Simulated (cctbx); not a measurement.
# A disordered crystal of nominal PrBe2C2

Cell a = 3.6290 Å, b = 3.6290 Å, c = 9.8190 Å, α = 90.00°, β = 90.00°, γ = 90.00°; space group I4/mmm (no. 139); nominal formula PrBe2C2.

The data are simulated with cctbx, not measured: Mo Kα, λ = 0.71073 Å, to d = 0.77 Å, 95 % of the full sphere, strongest reflection 40000 counts, noise from counting, a 4 % proportional error and a noise floor of 2 counts (s.d.); no absorption, and some extinction, which the refinements don't model.

With every site full:

```text
Rint 0.031, 64 unique reflections to 0.77 A
cycle     R1     wR2    GooF  max shift (A)
   1  0.0609  0.1307   9.264   0.00278
   2  0.0173  0.0364   2.581   0.00001
final R1 0.0173 wR2 0.0364 GooF 2.581  parameters 7  data/parameter 9.1
atom        x        y        z      Ueq    occ   su(xyz)  su(Uiso or U11)
Pr1    0.00000  0.00000  0.00000   0.0132  1.000  0.00000  0.0003
C1     0.50000  0.50000  0.12432   0.0168  1.000  0.00093  0.0024
Be2    0.50000  0.00000  0.25000   0.0006  1.000  0.00000  0.0017
difference map: max 1.81 min -0.34 rms 0.22
Q1    0.0000  0.5000  0.2500    4    1.84  0.00 A from Be2
Q2    0.0000  0.0000  0.0000    2    0.40  0.00 A from Pr1
Q3    0.0000  0.0000  0.5000    2    0.38  1.22 A from C1
Q4    0.1600  0.3263  0.1191   32    0.17  1.39 A from C1
Q5    0.0873  0.0873  0.3194   16    0.14  0.71 A from C1
Q6    0.0000  0.2955  0.5000    8    0.07  1.62 A from C1
```

With the occupancies of the suspect sites free, each still typed as its main element:

```text
Rint 0.031, 64 unique reflections to 0.77 A
cycle     R1     wR2    GooF  max shift (A)
   1  0.0312  0.0646   4.661   0.00018
  20  0.0100  0.0217   1.567   0.00006
final R1 0.0099 wR2 0.0215 GooF 1.550  parameters 9  data/parameter 7.1
atom        x        y        z      Ueq    occ   su(xyz)  su(Uiso or U11)
Pr1    0.00000  0.00000  0.00000   0.0135  0.861  0.00000  0.0002
C1     0.50000  0.50000  0.12459   0.0239  1.000  0.00055  0.0022
Be2    0.50000  0.00000  0.25000   0.0128  1.163  0.00000  0.0019
su of occupancy Pr1: 0.033
su of occupancy Be2: 0.066
difference map: max 0.62 min -0.51 rms 0.11
Q1    0.0000  0.5000  0.2500    4    0.62  0.00 A from Be2
Q2    0.0000  0.0000  0.5000    2    0.28  1.22 A from C1
Q3    0.2028  0.2028  0.1473   16    0.18  1.54 A from C1
Q4    0.0000  0.0000  0.1074    4    0.17  1.05 A from Pr1
Q5    0.0000  0.3104  0.5000    8    0.12  1.66 A from C1
Q6    0.0000  0.3574  0.0746   16    0.12  1.49 A from Pr1
```

**Question.** What is the disorder?

X-rays count electrons. Pr1 refines to 0.861(0.033), or 50.8 electrons; the site truly holds 0.95 Pr and 0.05 Be, 56.2 electrons, which is 0.953 of Pr; Be2 refines to 1.163(0.066), or 4.7 electrons; the site truly holds 0.975 Be and 0.025 Pr, 5.4 electrons, which is 1.344 of Be. A value under 1 can't tell vacancies from a lighter guest, and one over 1 needs a heavier guest; chemistry or a second radiation must settle which. Occupancy correlates with U and the scale, and the two elements' form factors differ in shape, so the match is approximate.

Freeing them takes R1 from 0.0173 to 0.0099 and GooF from 2.58 to 1.55.

The model is made up (kin elements in a known structure type, no relaxation), so it says nothing on whether the phase exists.

[Middle refinement cycles are left out of these outputs.]

[Logs are printed without paths, hosts, clocks, repeated set-up lines and the standing remarks that a program may print on its own settings, such as how far it seeks lower states.]
